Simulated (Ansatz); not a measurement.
## H on Ti(0001): change of the work function

Aim: the work function of Ti(0001) at several coverages of H (fcc site), and the dipole that each adsorbate carries.

Calculated with Ansatz 0.2.0; plane-wave DFT, PBE, Ansatz PAW.

This is a report of a sequence of runs, with most program output left out.

**1. Set-up**

The cell holds 4 atoms: 4 Ti. Cell: a = 2.950 Å, b = 2.950 Å, c = 25.027 Å, α = 90.0°, β = 90.0°, γ = 60.0°. Vacuum lies along c.

**2. The clean slab**

The bare slab comes first, as the zero from which every change is counted. The two lowest layers are held at bulk places and the upper ones relax. The dipole correction removes the false field that a one-sided slab makes across the periodic vacuum, so each face gets a flat vacuum level of its own.

The input, input.yaml:

```yaml
crystal:
  lattice:
    - [2.95, 0.0, 0.0]
    - [1.475, 2.5547749412, 0.0]
    - [0.0, 0.0, 25.0269]
  atoms:
    - { symbol: Ti, position: [0.6666666667, 0.6666666667, 0.3596130564] }
    - { symbol: Ti, position: [0.0, 0.0, 0.4532043521] }
    - { symbol: Ti, position: [0.6666666667, 0.6666666667, 0.5467956479] }
    - { symbol: Ti, position: [0.0, 0.0, 0.6403869436] }
kpoints:
  mp_grid: { grid: [12, 12, 1] }
hamiltonian:
  xc: pbe
scf:
  occupations: { method: fermi_dirac, width: 0.1 }
  convergence: { dr2_threshold: 1.0e-08 }
efield:
  axis: 3
  dipole_correction: true
  ramp_position: 0.97
  ramp_width: 0.06
relax:
  f_tol: 0.02
  max_steps: 60
  constraints: [{ sites: [0, 1] }]
output:
  write_potential: true
  write_density: true
  volumetric_format: npy
```

Command:

```bash
$ ansatz run input.yaml --threads 2 --pin off --max-ram 3072MiB --backend cpu --events-out ev --progress --plain --runs-dir out
```

Run time: 20 s. Hardware: 2 threads of Arm Neoverse V1, shared host; peak memory 0.43 GiB; 39 s of CPU time.

Relaxation path:

```tsv
step	energy less that of the first step (eV)	largest force component (eV/Å)
1	0.0000	0.6136
2	-0.0393	0.4318
3	-0.0561	0.0119
```

Forces are held to the 6 operations that the run works with; a distortion that breaks them can't arise in this run.

The atoms that moved most (Å):

```tsv
atom	dx	dy	dz	length
Ti4	0.000	0.000	-0.106	0.106
Ti3	0.000	0.000	0.068	0.068
```

The relaxed structure:

```xyz
4
Lattice="2.9500 0.0000 0.0000 1.4750 2.5548 0.0000 0.0000 0.0000 25.0269" Properties=species:S:1:pos:R:3
Ti    2.9500    1.7032    9.0000
Ti    0.0000    0.0000   11.3423
Ti    2.9500    1.7032   13.7526
Ti    0.0000    0.0000   15.9213
```

This step gave:

```
energy at zero smearing        : -9996.7499 eV
work function, upper face      : 4.373 eV
work function, lower face      : 4.423 eV
dipole along the normal        : 0.002103 e·Å
step between the vacuum levels : -0.05049 eV
```

Running mean over 2.342 Å of the planar mean; the ramp of the sawtooth is left out. Electron's electrostatic potential energy less the Fermi level against z:

```tsv
z (Å)	electron's electrostatic potential energy less the Fermi level (eV)
3.5	4.42
4.0	4.42
4.5	4.42
5.0	4.40
5.5	4.36
6.0	4.24
6.5	3.89
7.0	2.89
7.5	0.393
8.0	-3.13
8.5	-5.88
9.0	-6.74
9.5	-6.71
10.0	-6.59
10.5	-6.56
11.0	-6.58
11.5	-6.56
12.0	-6.38
12.5	-6.24
13.0	-6.32
13.5	-6.57
14.0	-6.94
14.5	-7.53
15.0	-7.68
15.5	-7.32
16.0	-6.81
16.5	-5.57
17.0	-2.61
17.5	0.849
18.0	3.07
18.5	3.92
19.0	4.22
19.5	4.32
20.0	4.36
20.5	4.37
21.0	4.37
21.5	4.37
```

The relaxation took 3 steps and lowered the energy by 0.056 eV; the largest force on the free atoms ends at 0.012 eV/Å.

The work function of the upper face is 4.37 eV.

**3. Adsorbate added, k-mesh 6×6×1, coverage 0.25 ML**

System of this step: H/Ti(0001). The cell holds 17 atoms: 16 Ti and 1 H. Its edges and angles: a = 5.900 Å, b = 5.900 Å, c = 25.906 Å, α = 90.0°, β = 90.0°, γ = 60.0°. Vacuum lies along c.

The clean slab as it ended is repeated in the plane and the adsorbate is set on one face; the cell's size fixes the coverage, and the k-mesh shrinks with it to keep the sampling density about even. Adsorbate and upper layers relax, since the dipole depends on the height.

The input, input.yaml:

```yaml
crystal:
  lattice:
    - [5.9, 0.0, 0.0]
    - [2.95, 5.1095498824, 0.0]
    - [0.0, 0.0, 25.9058781699]
  atoms:
    - { symbol: Ti, position: [0.3333333333, 0.3333333333, 0.3474115002] }
    - { symbol: Ti, position: [0.0, 0.0, 0.4378272732] }
    - { symbol: Ti, position: [0.3333333333, 0.3333333333, 0.5308680821] }
    - { symbol: Ti, position: [0.0, 0.0, 0.6145817052] }
    - { symbol: Ti, position: [0.3333333333, 0.8333333333, 0.3474115002] }
    - { symbol: Ti, position: [0.0, 0.5, 0.4378272732] }
    - { symbol: Ti, position: [0.3333333333, 0.8333333333, 0.5308680821] }
    - { symbol: Ti, position: [0.0, 0.5, 0.6145817052] }
    - { symbol: Ti, position: [0.8333333333, 0.3333333333, 0.3474115002] }
    - { symbol: Ti, position: [0.5, 0.0, 0.4378272732] }
    - { symbol: Ti, position: [0.8333333333, 0.3333333333, 0.5308680821] }
    - { symbol: Ti, position: [0.5, 0.0, 0.6145817052] }
    - { symbol: Ti, position: [0.8333333333, 0.8333333333, 0.3474115002] }
    - { symbol: Ti, position: [0.5, 0.5, 0.4378272732] }
    - { symbol: Ti, position: [0.8333333333, 0.8333333333, 0.5308680821] }
    - { symbol: Ti, position: [0.5, 0.5, 0.6145817052] }
    - { symbol: H, position: [0.1666666667, 0.1666666667, 0.6525884998] }
kpoints:
  mp_grid: { grid: [6, 6, 1] }
hamiltonian:
  xc: pbe
scf:
  occupations: { method: fermi_dirac, width: 0.1 }
  convergence: { dr2_threshold: 1.0e-08 }
efield:
  axis: 3
  dipole_correction: true
  ramp_position: 0.97
  ramp_width: 0.06
relax:
  f_tol: 0.02
  max_steps: 60
  constraints: [{ sites: [0, 1, 4, 5, 8, 9, 12, 13] }]
output:
  dos: { projected: true, e_range: [-8, 4] }
  write_potential: true
  write_density: true
  volumetric_format: npy
  elf: true
```

Elapsed: 2.2 min, on 2 threads; peak memory 1.6 GiB.

The steps of the relaxation:

```tsv
step	energy less that of the first step (eV)	largest force component (eV/Å)
1	0.0000	0.2906
2	-0.0131	0.2208
3	-0.0203	0.0074
```

Forces are held to the 6 operations that the run works with; a distortion that breaks them can't arise in this run.

The atoms that moved most (Å):

```tsv
atom	dx	dy	dz	length
H17	0.000	0.000	0.098	0.098
Ti16	0.000	0.000	-0.042	0.042
Ti12	-0.015	0.009	0.021	0.027
Ti8	0.000	-0.017	0.021	0.027
Ti4	0.015	0.009	0.021	0.027
Ti15	0.000	0.000	-0.010	0.010
Ti3	-0.007	-0.004	-0.006	0.010
Ti11	0.007	-0.004	-0.006	0.010
```

The relaxed structure:

```
Ti H
1.0
     5.90000    0.00000    0.00000
     2.95000    5.10955    0.00000
     0.00000    0.00000   25.90588
Ti H
16 1
Direct
  0.33333 0.33333 0.34741
  0.00000 0.00000 0.43783
  0.33258 0.33258 0.53064
  0.00168 0.00168 0.61538
  0.33333 0.83333 0.34741
  0.00000 0.50000 0.43783
  0.33258 0.83483 0.53064
  0.00168 0.49664 0.61538
  0.83333 0.33333 0.34741
  0.50000 0.00000 0.43783
  0.83483 0.33258 0.53064
  0.49664 0.00168 0.61538
  0.83333 0.83333 0.34741
  0.50000 0.50000 0.43783
  0.83333 0.83333 0.53047
  0.50000 0.50000 0.61298
  0.16667 0.16667 0.65638
```

Numbers from this step:

| Quantity | Value |
| --- | --- |
| energy at zero smearing | -40003.9540 eV |
| work function, upper face | 4.304 eV |
| work function, lower face | 4.417 eV |
| dipole along the normal | 0.01877 e·Å |
| step between the vacuum levels | -0.1127 eV |

Running mean over 2.342 Å of the planar mean; the ramp of the sawtooth is left out. The electron's electrostatic potential energy less the Fermi level by z:

```tsv
z (Å)	electron's electrostatic potential energy less the Fermi level (eV)
3.5	4.42
4.0	4.41
4.5	4.41
5.0	4.40
5.5	4.36
6.0	4.23
6.5	3.88
7.0	2.89
7.5	0.387
8.0	-3.13
8.5	-5.88
9.0	-6.74
9.5	-6.71
10.0	-6.59
10.5	-6.56
11.0	-6.59
11.5	-6.57
12.0	-6.41
12.5	-6.29
13.0	-6.36
13.5	-6.58
14.0	-6.92
14.5	-7.46
15.0	-7.58
15.5	-7.25
16.0	-6.90
16.5	-5.75
17.0	-2.82
17.5	0.612
18.0	2.89
18.5	3.84
19.0	4.16
19.5	4.26
20.0	4.29
20.5	4.30
21.0	4.30
21.5	4.30
22.0	4.30
22.5	4.30
```

The density of states has structure finer than the step of the table below, so its rows give means over 0.25 eV, whole bins alone (the curve runs from -8 to 0.66 eV). Peaks (eV: height): -1.260: 47.4, -1.200: 51.6, -0.720: 66.5, -0.360: 52.6, -0.060: 58.4, 0.000: 49.6, 0.390: 46.9.

Table of density of states by energy, zero at the Fermi level; means over each step:

```tsv
energy (eV)	density of states (states/eV a cell)
-6.25	0
-6.00	0.168
-5.75	1.39
-5.50	1.77
-5.25	4.62
-5.00	2.49
-4.75	1.56
-4.50	1.95
-4.25	2.46
-4.00	2.86
-3.75	4.58
-3.50	2.96
-3.25	2.44
-3.00	7.28
-2.75	7.91
-2.50	8.61
-2.25	15.7
-2.00	18.7
-1.75	22.5
-1.50	16.6
-1.25	23.4
-1.00	20.5
-0.75	41.9
-0.50	14.9
-0.25	23.7
0.00	35.6
0.25	32.5
0.50	34.3
```

Projected DOS per atom over height of the atomic layer and energy from the Fermi level. Layers: Ti4 Ti4 Ti4 Ti4 H from below.

Ten even steps from '0' (0.00 states/eV) to '9' (2.72 states/eV), each cell a mean:
```
96580
95470
63250
67660
53440
34430
34540
23420
11110
11110
00000
00100
00000
00000
00014
00002
00000
00000
00000
00000
00000
00000
```
Columns: height of the atomic layer (Å) from 9 to 17.0 (not evenly spaced); rows upwards: energy from the Fermi level (eV) from -7.96 to 0.645.

ELF in the ca plane at fractional y = 0.000, with atoms of Ti within 0.2 Å of it. It is the smooth field of the valence electrons, not physical close to the nuclei.

Ten even steps from '0' (0.00) to '9' (0.77), each cell a mean:
```
66776256475257789626648400000000000000000000
22344225752243234423674111110000000000000000
12213422222431221332222233311000000000000000
23312553235521331255433555421000000000000000
23212542223521221244322344321000000000000000
11223313431332122322342112210000000000000000
44565247774255557525777200000000000000000000
77886265156268899637317500000000000000000000
66776256475257788636548400000000000000000000
22344225752243234423674112100000000000000000
12213422222431221332221356410000000000000000
23312553235521331255323798620000000000000000
13212542223521221243212587520000000000000000
11223313431332122322442133210000000000000000
44565247774255557525777201100000000000000000
77886265156268899637317500000000000000000000
```
Columns run along c (16.0 Å, from fractional 0.33 to 0.94 of the cell), rows up along a (5.9 Å). Atoms in or near the plane, at fractional coordinates: Ti at (0.44, 0.00), Ti at (0.62, 0.00), Ti at (0.44, 0.50), Ti at (0.62, 0.50).

Valence density in the ca plane at fractional y = 0.000, with atoms of Ti within 0.2 Å of it. It is the smooth field of the valence electrons, not physical close to the nuclei.

Values in units of 1e0 e/Å³, 9 rows by 16 columns, each cell a mean:
```
0.2 0.2 2.5 3.5 0.2 0.2 0.3 4.5 1.2 0.0 0.0 0.0 0.0 0.0 0.0 0.0
0.4 0.2 0.3 0.3 0.2 0.4 0.2 0.3 0.2 0.0 0.0 0.0 0.0 0.0 0.0 0.0
0.4 0.3 0.2 0.2 0.2 0.5 0.2 0.2 0.1 0.0 0.0 0.0 0.0 0.0 0.0 0.0
0.2 0.2 1.8 2.5 0.2 0.2 0.3 3.2 0.9 0.0 0.0 0.0 0.0 0.0 0.0 0.0
0.2 0.2 4.0 5.5 0.2 0.2 0.4 7.2 2.1 0.0 0.0 0.0 0.0 0.0 0.0 0.0
0.2 0.2 0.9 1.3 0.2 0.3 0.3 1.7 0.5 0.0 0.0 0.0 0.0 0.0 0.0 0.0
0.5 0.3 0.2 0.2 0.2 0.5 0.2 0.2 0.2 0.1 0.0 0.0 0.0 0.0 0.0 0.0
0.3 0.2 0.5 0.7 0.2 0.3 0.2 1.0 0.3 0.0 0.0 0.0 0.0 0.0 0.0 0.0
0.2 0.2 3.6 5.0 0.2 0.2 0.4 6.6 1.9 0.0 0.0 0.0 0.0 0.0 0.0 0.0
```
Columns run along c (16.0 Å, from fractional 0.33 to 0.94 of the cell), rows up along a (5.9 Å). Atoms in or near the plane, at fractional coordinates: Ti at (0.44, 0.00), Ti at (0.62, 0.00), Ti at (0.44, 0.50), Ti at (0.62, 0.50).

Electrostatic potential energy in the ca plane at fractional y = 0.000, with atoms of Ti within 0.2 Å of it. With pseudopotentials it is smooth inside the atoms' cores, unlike the true potential.

Ten even steps from '0' (-35 eV) to '9' (6 eV), each cell a mean:
```
99999730003799999862000489999999999999999999
88888862136888888875223789999999999999999999
76678887678887667888767899999999999999999999
64468998889987546899888999999999999999999999
75578988788987557888888999999999999999999999
87788875457888778886445789999999999999999999
88899841014899889873001589999999999999999999
99999720002799999861000479999999999999999999
99999730003799999861000489999999999999999999
88888862136888888874213689999999999999999999
76678887678887667887667899999999999999999999
64468998889987546888888999999999999999999999
75578988788987556888878899999999999999999999
87788875457888778886435789999999999999999999
88899841014899889873001589999999999999999999
99999720002799999861000479999999999999999999
```
Columns run along c (16.0 Å, from fractional 0.33 to 0.94 of the cell; values clipped at the 3rd and 97th percentile), rows up along a (5.9 Å). Atoms in or near the plane, at fractional coordinates: Ti at (0.44, 0.00), Ti at (0.62, 0.00), Ti at (0.44, 0.50), Ti at (0.62, 0.50).

The relaxation took 3 steps and lowered the energy by 0.020 eV; the largest force on the free atoms ends at 0.0074 eV/Å.

By hand: a sheet of dipoles makes a step −p/(ε₀A) in the electron's potential. With e/ε₀ = 180.95 V·Å, p = 0.01877 e·Å and A = 30.15 Å², that is −180.95 × (0.01877) / 30.15 = -0.113 eV, and the two vacuum levels of the run differ by -0.113 eV.

The covered face has 4.30 eV, -0.07 eV against the clean one; the bare back face has moved by -0.01 eV, a measure of how thin the slab is.

**4. Adsorbate added, k-mesh 12×12×1, coverage 1 ML**

System of this step: H/Ti(0001). The cell holds 5 atoms: 4 Ti and 1 H. Cell: a = 2.950 Å, b = 2.950 Å, c = 25.906 Å, α = 90.0°, β = 90.0°, γ = 60.0°. Vacuum lies along c.

Another coverage, to see how the dipoles act on each other as their distance changes.

input.yaml, the sections that differ from step 3:

```yaml
crystal:
  lattice:
    - [2.95, 0.0, 0.0]
    - [1.475, 2.5547749412, 0.0]
    - [0.0, 0.0, 25.9058781699]
  atoms:
    - { symbol: Ti, position: [0.6666666667, 0.6666666667, 0.3474115002] }
    - { symbol: Ti, position: [0.0, 0.0, 0.4378272732] }
    - { symbol: Ti, position: [0.6666666667, 0.6666666667, 0.5308680821] }
    - { symbol: Ti, position: [0.0, 0.0, 0.6145817052] }
    - { symbol: H, position: [0.3333333333, 0.3333333333, 0.6525884998] }
kpoints:
  mp_grid: { grid: [12, 12, 1] }
relax:
  f_tol: 0.02
  max_steps: 60
  constraints: [{ sites: [0, 1] }]
output:
  write_potential: true
  write_density: true
  volumetric_format: npy
# hamiltonian, scf, efield: as in step 3
```

It took 17 s on 2 threads; peak memory 0.43 GiB; 34 s of CPU time.

The steps of the relaxation:

```tsv
step	energy less that of the first step (eV)	largest force component (eV/Å)
1	0.0000	0.3324
2	-0.0074	0.1678
3	-0.0111	0.0165
```

Forces are held to the 6 operations that the run works with; a distortion that breaks them can't arise in this run.

The atoms that moved most (Å):

```tsv
atom	dx	dy	dz	length
H5	0.000	0.000	0.073	0.073
Ti4	0.000	0.000	0.046	0.046
Ti3	0.000	0.000	-0.011	0.011
```

Final coordinates:

```xyz
5
Lattice="2.9500 0.0000 0.0000 1.4750 2.5548 0.0000 0.0000 0.0000 25.9059" Properties=species:S:1:pos:R:3
Ti    2.9500    1.7032    9.0000
Ti    0.0000    0.0000   11.3423
Ti    2.9500    1.7032   13.7415
Ti    0.0000    0.0000   15.9673
H     1.4750    0.8516   16.9786
```

This step gave:

```yaml
energy_at_zero_smearing: -10013.7572 eV
work_function_upper_face: 4.414 eV
dipole_along_the_normal: -3.82e-4 e·Å
```

Running mean over 2.342 Å of the planar mean; the ramp of the sawtooth is left out. Electron's electrostatic potential energy less the Fermi level against z:

```tsv
z (Å)	electron's electrostatic potential energy less the Fermi level (eV)
3.5	4.40
4.0	4.40
4.5	4.40
5.0	4.38
5.5	4.34
6.0	4.22
6.5	3.87
7.0	2.87
7.5	0.378
8.0	-3.14
8.5	-5.89
9.0	-6.74
9.5	-6.71
10.0	-6.60
10.5	-6.57
11.0	-6.60
11.5	-6.59
12.0	-6.44
12.5	-6.34
13.0	-6.40
13.5	-6.58
14.0	-6.80
14.5	-7.18
15.0	-7.24
15.5	-7.08
16.0	-7.24
16.5	-6.34
17.0	-3.52
17.5	-0.0623
18.0	2.50
18.5	3.89
19.0	4.29
19.5	4.38
20.0	4.41
20.5	4.41
21.0	4.41
21.5	4.41
22.0	4.41
22.5	4.41
```

The relaxation took 3 steps and lowered the energy by 0.011 eV; the largest force on the free atoms ends at 0.016 eV/Å.

The covered face has 4.41 eV, +0.04 eV against the clean one; the bare back face has moved by -0.02 eV, a measure of how thin the slab is.

**5. Work function against coverage**

This step: plane-wave DFT, PBE, Ansatz PAW; work function against coverage (Ansatz 0.2.0).

The runs are now put side by side.

This step gave:

```
work function of the clean face     : 4.373 eV
largest change of the work function : -0.06878 eV
```

Work function of the covered face against coverage:

```tsv
coverage (adsorbates/nm²)	work function of the covered face (eV)
0.00	4.37
3.32	4.30
13.27	4.41
```

The dipole per adsorbate comes from the change of the cell's dipole. Coverage, by row:

```tsv
coverage (1/nm²)	coverage (ML)	work function (eV)	change (eV)	dipole per adsorbate, positive end outwards (debye)	mean height of the added atoms over the highest substrate atom (Å)
3.317	0.25	4.304	-0.06878	0.05	1.062
13.27	1	4.414	0.04069	-0.012	1.011
```

**6. What came out**

| Property | Result |
| --- | --- |
| work function of the clean face | 4.37 eV |
| work function at 0.25 ML | 4.30 eV |
| work function at 1 ML | 4.41 eV |
| dipole per adsorbate at 0.25 ML, positive end outwards | 0.05 D |

What this shows: H changes the work function of Ti(0001) by less than 0.15 eV at every coverage run, which is within the error of so thin a slab. The slab has 4 layers, at the tabulated experimental lattice constant, one starting site was run, and quantum-size effects of a slab this thin can reach one or two tenths of an eV.

[Logs are printed without paths, hosts, clocks, repeated set-up lines and the standing remarks that a program may print on its own settings, such as how far it seeks lower states.]

[Hosts, paths, dates, database ids (printed as entryN), source tags and the programs' standing remarks are cut or masked in the printed files.]

[Maps of the electrostatic potential energy from Ansatz leave out the sawtooth potential of an applied field or a dipole correction, so their vacuum need not be flat; planar profiles and work functions include it.]

[The density of states shown here was stored with 400 of the rows of the run's finer table, so its peaks can read low, often by over a quarter, or be missed, and its means over a window can be off by a tenth or more.]
